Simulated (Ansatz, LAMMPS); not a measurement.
## Localised basis functions on Li+ triflate in propylene carbonate and dimethoxyethane at 470 K (166 atoms)

Wanted: errors and times of a linear-scaling basis for Li+ triflate in propylene carbonate and dimethoxyethane at 470 K (166 atoms). A setting counts as converged where the r.m.s. difference of forces stays under 1 % of the r.m.s. force.

Program: Ansatz 0.2.0. Level of theory: Kohn-Sham DFT, PBE+D3(BJ), PAW (set soft_2), plane waves. Values are calculated unless marked as measured.

### 1. The structure

The cell holds 166 atoms: 42 C, 30 O, 84 H, 2 S, 6 F and 2 Li. Cell: a = 12.832 Å, b = 12.832 Å, c = 12.832 Å, α = 90.0°, β = 90.0°, γ = 90.0°. 4 propylene carbonate, 6 dimethoxyethane, 2 Li+, 2 triflate placed at random, at 0.991 g/cm³; overlaps pushed apart, then 10 ps at 550 K with Joung-Cheatham ions (J. Phys. Chem. B 112, 9020 (2008)); MMFF94 bonds, angles, torsions, charges and radii (Halgren, J. Comput. Chem. 17, 490 (1996)) in harmonic and 12-6 forms; charges of ions scaled by 0.8. Snapshot after 30 ps at 470 K and fixed volume.

Before any run, some limits are plain. The network of contacts between molecules at the start is that of the classical potential that made the cell, and needn't be the one that DFT or experiment would give. The density was typed from a rule of thumb and may lie off the real one at this temperature. Sampling is at Γ alone, for a cell whose shortest periodic width is 13 Å.

### 2. Making the structure

A classical potential supplies the starting structure, since it reaches far longer times than DFT.

This step: classical MD, Joung-Cheatham ions (J. Phys. Chem. B 112, 9020 (2008)); MMFF94 bonds, angles, torsions, charges and radii (Halgren, J. Comput. Chem. 17, 490 (1996)) in harmonic and 12-6 forms; charges of ions scaled by 0.8 (LAMMPS 22 Jul 2025 - Update 4).

File in.lmp:

```
# Li+ triflate in propylene carbonate and dimethoxyethane
units real
atom_style full
boundary p p p
bond_style harmonic
angle_style harmonic
dihedral_style opls
improper_style harmonic
special_bonds lj 0 0 0.5 coul 0 0 0.75
read_data data.lmp
neigh_modify delay 0 every 1 check yes one 4000
comm_modify cutoff 12.0
timestep 0.5
thermo_style custom step time temp pe press density
thermo_modify norm yes
# push overlapping molecules apart
pair_style soft 2.6
pair_coeff * * 0.0
variable a equal ramp(1,60)
fix ad all adapt 1 pair soft a * * v_a
velocity all create 550 849355 mom yes dist gaussian
fix lim all nve/limit 0.03
fix lan all langevin 550 550 50 849356 zero yes
thermo 1000
run 3000 post no
unfix ad
pair_style lj/cut/coul/long 9.0
pair_modify mix arithmetic tail yes
pair_coeff 1 1 0.0678 3.3680   # C
pair_coeff 2 2 0.0763 3.0430   # O
pair_coeff 3 3 0.0216 2.5400   # H
pair_coeff 4 4 0.0678 3.4070   # C
pair_coeff 5 5 0.0763 2.9870   # O
pair_coeff 6 6 0.0763 3.0960   # O
# [... 21 lines left out ...]
compute msd all msd com yes
thermo 7500
fix md all nvt temp 470 470 100
run 30000 post no
print "== T470: mean square displacement over the hold $(c_msd[4]:%.2f) A^2"
unfix md
uncompute msd
write_dump all custom T470.dump id type xs ys zs modify sort id
```

On the command line:

```console
> lmp -in in.lmp -log none -nocite
```

Output:

```text
LAMMPS (22 Jul 2025 - Update 4)
Reading data file ...
  orthogonal box = (0 0 0) to (12.83239 12.83239 12.83239)
  166 atoms
  orthogonal box = (0 0 0) to (12.83239 12.83239 12.83239)
  156 bonds
  272 angles
  256 dihedrals
  4 impropers
   Step          Time           Temp          PotEng         Press         Density
         0   0              550            0.69947055    -3461.2445      0.9910008
      1000   500            492.90004      1.9283457      17730.597      0.9910008
      2000   1000           525.17408      1.8018523      11016.122      0.9910008
      3000   1500           486.38919      2.1324267      9799.9773      0.9910008
Loop time of 0.345489 s on 1 MPI rank(s) for 3000 steps with 166 atoms
PPPM initialization ...
WARNING: System is not charge neutral, net charge = -0.00016
  G vector (1/distance) = 0.3007671
  grid = 8 8 8
  estimated relative force accuracy = 2.1239523e-05
   Step          Time           Temp          PotEng         Press         Density
      3000   1500           486.38919      2.4035984     -2385.7271      0.9910008
      3100   1550           486.38919      0.29929224     3653.2466      0.9910008
      3200   1600           486.38919      0.11499014     4421.4949      0.9910008
      3300   1650           486.38919      0.017269495    2556.8606      0.9910008
[... 3 lines left out ...]
  Energy initial, next-to-last, final =
        2.403598434595 0.0178106540170634 0.0172694951925778
  Force two-norm initial, final = 612.56707 14.856143
  Iterations, force evaluations = 300 592
   Step          Time           Temp          PotEng         Press         Density
         0   0              550            0.017269495    3233.659       0.9910008
      1000   500            516.8675       1.4132427      3014.3204      0.9910008
      2000   1000           490.52327      1.3532758      1776.9571      0.9910008
Loop time of 1.45347 s on 1 MPI rank(s) for 2000 steps with 166 atoms
   Step          Time           Temp          PotEng         Press         Density
      2000   1000           490.52327      1.3532758      1776.9571      0.9910008
[... 5 lines left out ...]
Loop time of 6.31324 s on 1 MPI rank(s) for 10000 steps with 166 atoms
   Step          Time           Temp          PotEng         Press         Density
[... 4 lines left out ...]
Loop time of 3.1635 s on 1 MPI rank(s) for 5000 steps with 166 atoms
   Step          Time           Temp          PotEng         Press         Density
[... 2 lines left out ...]
     30000   29000          478.02526      1.3391926     -5929.2277      0.9910008
     37500   36500          423.72342      1.137488      -4993.1391      0.9910008
     45000   44000          505.14858      1.2103229     -3869.8357      0.9910008
     47000   46000          469.49399      1.2077747     -7110.4026      0.9910008
Loop time of 18.7281 s on 1 MPI rank(s) for 30000 steps with 166 atoms
== T470: mean square displacement over the hold 34.77 A^2
```

Wall time 31 s (1 thread of Arm Neoverse V1, shared host); peak memory 0.12 GiB.

The input also reads data.lmp (atoms, bonds and types; not printed here).

### 3. Plane-wave single point

The first run uses the default basis; a harder plane-wave run follows as the reference for the support functions.

File input.yaml:

```yaml
crystal:
  lattice:
    - [12.83239, 0.0, 0.0]
    - [0.0, 12.83239, 0.0]
    - [0.0, 0.0, 12.83239]
  atoms:
    - { symbol: C, position: [0.17322, 0.77559, 0.82976] }
    - { symbol: O, position: [0.09678, 0.85376, 0.83186] }
    - { symbol: C, position: [0.13154, 0.95393, 0.79596] }
    - { symbol: C, position: [0.04134, 0.00423, 0.75409] }
    - { symbol: O, position: [0.9413, 0.97774, 0.80208] }
    - { symbol: C, position: [0.86597, 0.05845, 0.76914] }
    - { symbol: H, position: [0.16388, 0.71191, 0.87663] }
    - { symbol: H, position: [0.24766, 0.80088, 0.85134] }
    - { symbol: H, position: [0.17245, 0.7529, 0.74917] }
    - { symbol: H, position: [0.19998, 0.94297, 0.73942] }
    - { symbol: H, position: [0.15484, 0.9923, 0.87007] }
    - { symbol: H, position: [0.02346, 0.00276, 0.66991] }
    - { symbol: H, position: [0.05685, 0.08862, 0.76032] }
    - { symbol: H, position: [0.7889, 0.03779, 0.80085] }
    - { symbol: H, position: [0.85684, 0.05737, 0.68208] }
    - { symbol: H, position: [0.90238, 0.12852, 0.78895] }
    - { symbol: C, position: [0.49695, 0.13462, 0.74191] }
    - { symbol: O, position: [0.4705, 0.1546, 0.63172] }
    - { symbol: C, position: [0.40312, 0.07212, 0.59002] }
    - { symbol: C, position: [0.30739, 0.11439, 0.53382] }
    - { symbol: O, position: [0.32443, 0.12219, 0.42677] }
    - { symbol: C, position: [0.31695, 0.02052, 0.3886] }
    - { symbol: H, position: [0.42892, 0.16451, 0.79258] }
    - { symbol: H, position: [0.56499, 0.17566, 0.76829] }
    - { symbol: H, position: [0.50596, 0.04505, 0.74631] }
    - { symbol: H, position: [0.37227, 0.02481, 0.64477] }
    - { symbol: H, position: [0.46295, 0.02648, 0.54474] }
    - { symbol: H, position: [0.29448, 0.19778, 0.5633] }
    - { symbol: H, position: [0.23373, 0.0659, 0.54879] }
    - { symbol: H, position: [0.23427, 0.98373, 0.38234] }
    - { symbol: H, position: [0.36628, 0.97004, 0.42452] }
    - { symbol: H, position: [0.33846, 0.03088, 0.30838] }
    [... 128 atom lines left out ...]
    - { symbol: C, position: [0.56281, 0.86019, 0.91194] }
    - { symbol: F, position: [0.45864, 0.82952, 0.89915] }
    - { symbol: F, position: [0.56624, 0.96602, 0.93459] }
    - { symbol: F, position: [0.59023, 0.81236, 0.00846] }
    - { symbol: Li, position: [0.32453, 0.26817, 0.36795] }
    - { symbol: Li, position: [0.94589, 0.84094, 0.86907] }
kpoints:
  mp_grid: { grid: [1, 1, 1] }
hamiltonian:
  xc: pbe
  dispersion: d3bj
scf:
  occupations: { method: fixed }
output:
  forces: true
  stress: true
  populations: true
  dos:
    method: { smearing: { sigma: 0.08 } }
    de: 0.1
    projected: { site_lists: { C: [C], F: [F], H: [H], Li: [Li], O: [O] } }
  eigenvalues: true
  write_density: true
  write_potential: true
  volumetric_format: npy
```

On the command line:

```console
> ansatz run input.yaml --threads 4 --pin off --max-ram 15872MiB --backend cpu --events-out ev --progress --plain --runs-dir out
```

Output:

```text
Engine: ansatz 0.2.0, aarch64-unknown-linux-gnu
Pseudopotentials: kind: paw
Pseudopotential: C, paw, valence charge 4, recommended cutoff 420 eV (normal), C.paw.azcp
Pseudopotential: O, paw, valence charge 6, recommended cutoff 420 eV (normal), O.paw.azcp
Pseudopotential: H, paw, valence charge 1, recommended cutoff 420 eV (normal), H.paw.azcp
Pseudopotential: S, paw, valence charge 6, recommended cutoff 420 eV (normal), S.paw.azcp
Pseudopotential: F, paw, valence charge 7, recommended cutoff 420 eV (normal), F.paw.azcp
Pseudopotential: Li, paw, valence charge 3, recommended cutoff 420 eV (normal), Li.paw.azcp
[... 5 lines on functional and potentials left out ...]
Crystal: 166 atoms, lattice volume = 2113.113 Å³
Basis set: ecut = 420 eV, 41347 PW (Γ), exchange–correlation on 180×180×180 points (8 copies of the dense FFT grid, shifted against one another)
Bands: 412, of which v1, the nominal top of the filled ones, is band 246 counted from 1 (245 counted from 0)
Symmetry: 1 space group operations
Space group: P1 (ITA 1), of the structure as read, at distance tolerance 1.3e-4 Å
k-points: 1
[... 13 lines on functional and potentials left out ...]
Initial density: superposition of atomic densities (neutral atoms: chi_scale 0, normalization atom), corrected by the library's trained network
Initial wavefunctions: pseudopotential atomic-orbital guess
Functional: x = pbe(κ = 0.804, μ = 0.219515), c = pbe(β = 0.066725)
SCF iter   1: F=—  HF=-35949.818758 eV  |F-HF|=—  |Δ(HF+E_count)|=         —  Δρ=5.43e-3  dr2=8.34e-1  ethr=1.77e-3  ⟨swp⟩=4.0  Hψ=1540  notcnv=0  defer=163
preconditioner: auto → Resta (q_TF=auto, 2.140 Å⁻¹)  ε∞=2.2  [insulator: Δε(μ)=3.844 eV  Ē_g=15.582 eV  n_scr=364 (ndim 8)  ℏωp=17.4 eV  f_vac=0.360  ε∞_Penn≈2.2]
SCF iter   2: F=—  HF=-35949.640098 eV  |F-HF|=—  |Δ(HF+E_count)|=   1.79e-1  Δρ=2.95e-3  dr2=1.87e-1  ethr=1.69e-4  ⟨swp⟩=3.0  Hψ=707  notcnv=0  defer=164
SCF iter   3: F=—  HF=-35949.632018 eV  |F-HF|=—  |Δ(HF+E_count)|=   8.08e-3  Δρ=1.44e-3  dr2=6.12e-2  ethr=3.79e-5  ⟨swp⟩=2.0  Hψ=488  notcnv=0  defer=163
SCF iter   4: F=—  HF=-35949.623893 eV  |F-HF|=—  |Δ(HF+E_count)|=   8.12e-3  Δρ=5.57e-4  dr2=8.36e-3  ethr=1.24e-5  ⟨swp⟩=2.0  Hψ=488  notcnv=0  defer=164
SCF iter   5: F=—  HF=-35949.622686 eV  |F-HF|=—  |Δ(HF+E_count)|=   1.21e-3  Δρ=3.11e-4  dr2=2.09e-3  ethr=1.70e-6  ⟨swp⟩=2.0  Hψ=712  notcnv=0  defer=164
SCF iter   6: F=—  HF=-35949.622227 eV  |F-HF|=—  |Δ(HF+E_count)|=   4.59e-4  Δρ=1.19e-4  dr2=2.93e-4  ethr=4.24e-7  ⟨swp⟩=2.0  Hψ=490  notcnv=0  defer=164
SCF iter   7: F=—  HF=-35949.622159 eV  |F-HF|=—  |Δ(HF+E_count)|=   6.88e-5  Δρ=3.75e-5  dr2=2.90e-5  ethr=5.95e-8  ⟨swp⟩=2.0  Hψ=490  notcnv=0  defer=164
SCF iter   8: F=—  HF=-35949.622166 eV  |F-HF|=—  |Δ(HF+E_count)|=   7.05e-6  Δρ=2.07e-5  dr2=8.30e-6  ethr=5.89e-9  ⟨swp⟩=2.0  Hψ=498  notcnv=0  defer=161
SCF iter   9: F=—  HF=-35949.622164 eV  |F-HF|=—  |Δ(HF+E_count)|=   1.99e-6  Δρ=5.40e-6  dr2=6.50e-7  ethr=1.69e-9  ⟨swp⟩=2.0  Hψ=492  notcnv=0  defer=163
SCF iter  10: F=—  HF=-35949.622164 eV  |F-HF|=—  |Δ(HF+E_count)|=   4.56e-8  Δρ=2.50e-6  dr2=1.29e-7  ethr=1.32e-10  ⟨swp⟩=2.0  Hψ=485  notcnv=0  defer=163
SCF iter  11: F=-35949.622164 eV  HF=-35949.622164 eV  |F-HF|=2.30e-8  |Δ(HF+E_count)|=   4.35e-9  Δρ=1.38e-6  dr2=3.72e-8  ethr=2.03e-11  ⟨swp⟩=22.0  Hψ=4162  notcnv=0
SCF 1 converged in 11 iterations: F = -35949.622164 eV  dr2 = 3.72e-8
  greatest PAW one-centre occupation: 1.000 electrons in one spin orbital (limit 2), on the Li atom at site 164 (counted from 0), in its partial waves of l = 0
WARN: The input density's exchange-correlation potential varies sharply where the density is thin. Do not read a vacuum level from v_tot or v_xc, or from such a field of the output density. On a cell that repeats whose density bears no net charge and no dipole along the vacuum's axis use v_es (v_loc + v_h of the components); [...]
SCF converged after 11 iterations
Free energy (F): -35949.622164 eV
Harris-Foulkes:  -35949.622164 eV  (|F-HF|=2.30e-8)
Internal energy: -35949.622164 eV  (E = F + TS)
E sigma→0 (E₀):  -35949.622164 eV
Fermi energy:    -0.979858 eV
--- Per-component energies (eV) ---
  E_band       = -4731.573468
  E_kinetic    = 11759.176964
  E_local      = -50519.404055  (includes V_loc(G=0)·N_el)
  E_nonlocal   = 3147.217730
  E_hartree    = 19910.687493
  E_xc         = -5662.163334
  E_vxc        = -7086.820506  (∫ρ·V_xc dr)
  E_paw        = -11411.873356  (= ΣΔE_a)
  E_vpaw       = -1853.088347  (= ΣTr[D̂ρ^β])
  E_aug_tail   = -0.028660  (compensation charges beyond the density's cutoff)
  E_ewald      = -3166.248058
  E_disp       = -6.986886  (pairwise vdW)
  E_smearing   = -0.000000  (= −TS)
  E_closure    = -0.000000  (closes the sum)
  Σ components = -35949.622164   (vs F -35949.622164, Δ=0.00e0)
--- Forces (eV/Å), atoms counted from 1 ---
  atom   1  C     -0.22418305     1.32814542    -2.51457070
  atom   2  O     -0.64289268    -0.01045070     0.67056017
  atom   3  C      1.81385088    -2.30760551     1.58071918
  atom   4  C     -2.70199618     2.59345531    -2.14424670
  atom   5  O      0.28905260     0.93935118    -0.15058490
  atom   6  C     -0.06272991    -2.74636465    -1.03997565
  atom   7  H     -1.45195318    -2.17620736     1.90377137
  atom   8  H      1.81445407     1.11308725     0.24212621
  atom   9  H      0.70927492    -0.79434602    -0.62875023
  atom  10  H     -1.03709448     0.51644266     0.73434728
  atom  11  H      0.49686820     0.27950488    -0.52771295
  atom  12  H      0.61025764    -0.93194046    -0.00133139
  atom  13  H     -0.21714568     0.28803637     0.41564352
  atom  14  H      0.41505039     0.29553778     0.28101210
[...]
atom 165  Li    -0.06658316    -0.20303464     0.24711751
  atom 166  Li    -0.19661319     0.23848472    -0.07048396
  max |Σ_I F_I| component: 9.14e-5 eV/Å
--- Stress (GPa, compression-positive) ---
        1.231082      -0.189596       0.194330
       -0.189597       1.260340       0.421587
        0.194330       0.421588      -0.419682
  P = ⅓ Tr σ = 0.6906 GPa (6.906 kbar)
--- Band table (eV) ---
  k-point 0: bands = ["-44.8180", "-44.1610", "-29.2671", "-27.5146", [... 396 levels ...], "9.6186", "9.6453", "9.6599", "9.7028", "9.7568", "9.7881", "9.8294", "9.8560", "9.8804", "9.9068", "9.9398", "9.9771"]
--- Löwdin populations: 166 sites ---
  site symbol       q [e]
     0      C      4.2748
     1      O      6.3687
     2      C      4.0396
[...]
165     Li      2.2458
  spilling = 0.014225 (of n_electrons = 492.000000)
```

Run time: 40 s. Hardware: 4 threads of Arm Neoverse V1, shared host; peak memory 2.8 GiB.

Reading the cycles: dr2 is the Hartree energy of the density residual (eV), the measure of convergence; HF is the Harris–Foulkes estimate of the energy, which meets the free energy F at convergence.

The program notes that the exchange-correlation potential is rough where the density is thin.

The run gave:

| Quantity | Value |
| --- | --- |
| free energy | -35949.6222 eV |
| free energy per atom | -216.5640 eV/atom |
| SCF cycles | 11 |
| pressure | 0.6906 GPa |
| r.m.s. force component | 1.158 eV/Å |
| longest force | 5.008 eV/Å |
| Fermi energy | -0.9799 eV |
| gap (highest filled to lowest empty level) | 3.439 eV |
| spilling of the projection | 0.01422 |

The r.m.s. force component of 1.2 eV/Å and the pressure of 0.69 GPa set the scale for the differences below.

### 4. Plane waves at 750 eV (750 eV)

The grid of the support functions holds more waves than the default cutoff, so they are judged against a harder plane-wave run.

input.yaml, the sections that differ from step 3:

```yaml
output:
  forces: true
  eigenvalues: true
basis:
  ecutwfc: "750 eV"
# crystal, kpoints, hamiltonian, scf: as in step 3
```

Output:

```text
[...]
Crystal: 166 atoms, lattice volume = 2113.113 Å³
Basis set: ecut = 750 eV, 98745 PW (Γ), exchange–correlation on 240×240×240 points (8 copies of the dense FFT grid, shifted against one another)
Bands: 412, of which v1, the nominal top of the filled ones, is band 246 counted from 1 (245 counted from 0)
Symmetry: 1 space group operations
[...]
k-points: 1
[...]
SCF iter   1: F=—  HF=-35950.460273 eV  |F-HF|=—  |Δ(HF+E_count)|=         —  Δρ=5.52e-3  dr2=8.39e-1  ethr=1.77e-3  ⟨swp⟩=4.0  Hψ=1540  notcnv=0  defer=163
[...]
SCF iter   3: F=—  HF=-35950.261923 eV  |F-HF|=—  |Δ(HF+E_count)|=   1.11e-2  Δρ=1.45e-3  dr2=6.14e-2  ethr=3.82e-5  ⟨swp⟩=3.0  Hψ=489  notcnv=0  defer=37
automatic band count: iteration 3 solves 285 bands in place of 412: the levels show a gap, and the empty bands left out lie too high to hold charge; the band table lists the bands solved (type scf.n_extra_bands for more)
SCF iter   4: F=—  HF=-35950.253617 eV  |F-HF|=—  |Δ(HF+E_count)|=   8.31e-3  Δρ=5.64e-4  dr2=8.51e-3  ethr=1.25e-5  ⟨swp⟩=3.0  Hψ=507  notcnv=0  defer=37
SCF iter   5: F=—  HF=-35950.252435 eV  |F-HF|=—  |Δ(HF+E_count)|=   1.18e-3  Δρ=3.15e-4  dr2=2.13e-3  ethr=1.73e-6  ⟨swp⟩=3.0  Hψ=568  notcnv=0  defer=36
[...]
SCF iter  10: F=—  HF=-35950.251939 eV  |F-HF|=—  |Δ(HF+E_count)|=   3.46e-8  Δρ=2.50e-6  dr2=1.29e-7  ethr=1.34e-10  ⟨swp⟩=2.0  Hψ=485  notcnv=0  defer=37
SCF iter  11: F=-35950.251939 eV  HF=-35950.251939 eV  |F-HF|=2.33e-8  |Δ(HF+E_count)|=  3.64e-10  Δρ=1.41e-6  dr2=3.88e-8  ethr=2.03e-11  ⟨swp⟩=15.0  Hψ=1432  notcnv=0
SCF 1 converged in 11 iterations: F = -35950.251939 eV  dr2 = 3.88e-8
[...]
SCF converged after 11 iterations
Free energy (F): -35950.251939 eV
[...]
Internal energy: -35950.251939 eV  (E = F + TS)
E sigma→0 (E₀):  -35950.251939 eV
Fermi energy:    -0.979827 eV
[...]
Σ components = -35950.251939   (vs F -35950.251939, Δ=0.00e0)
--- Forces (eV/Å), atoms counted from 1 ---
  atom   1  C     -0.21826920     1.32255026    -2.51555482
  atom   2  O     -0.64099564    -0.01178417     0.66988966
  atom   3  C      1.82199918    -2.30573709     1.58326916
  atom   4  C     -2.70294784     2.60255515    -2.15235855
[...]
atom 166  Li    -0.19615343     0.23884938    -0.07045645
  max |Σ_I F_I| component: 1.03e-4 eV/Å
--- Band table (eV) ---
[...]
```

The job ended after 49 s (4 threads; peak memory 5.7 GiB).

Forces differ from the reference by 4.9 meV/Å r.m.s., 0.43 % of their size, within a tolerance of 1 %; the energy by -3.8 meV/atom.

(Continued in part 2 of 4.)

[Long decimals in the printed logs are rounded to 6 places.]

[Logs are printed without paths, hosts, clocks, repeated set-up lines and the standing remarks that a program may print on its own settings, such as how far it seeks lower states.]

[Hosts, paths, dates, database ids (printed as entryN), source tags and the programs' standing remarks are cut or masked in the printed files.]

[The MMFF94 radii named for the starting cell were scaled by 0.96; in molecules described by MMFF94, hydrogen bound to N, O or S took a small fixed 12-6 site in their place.]
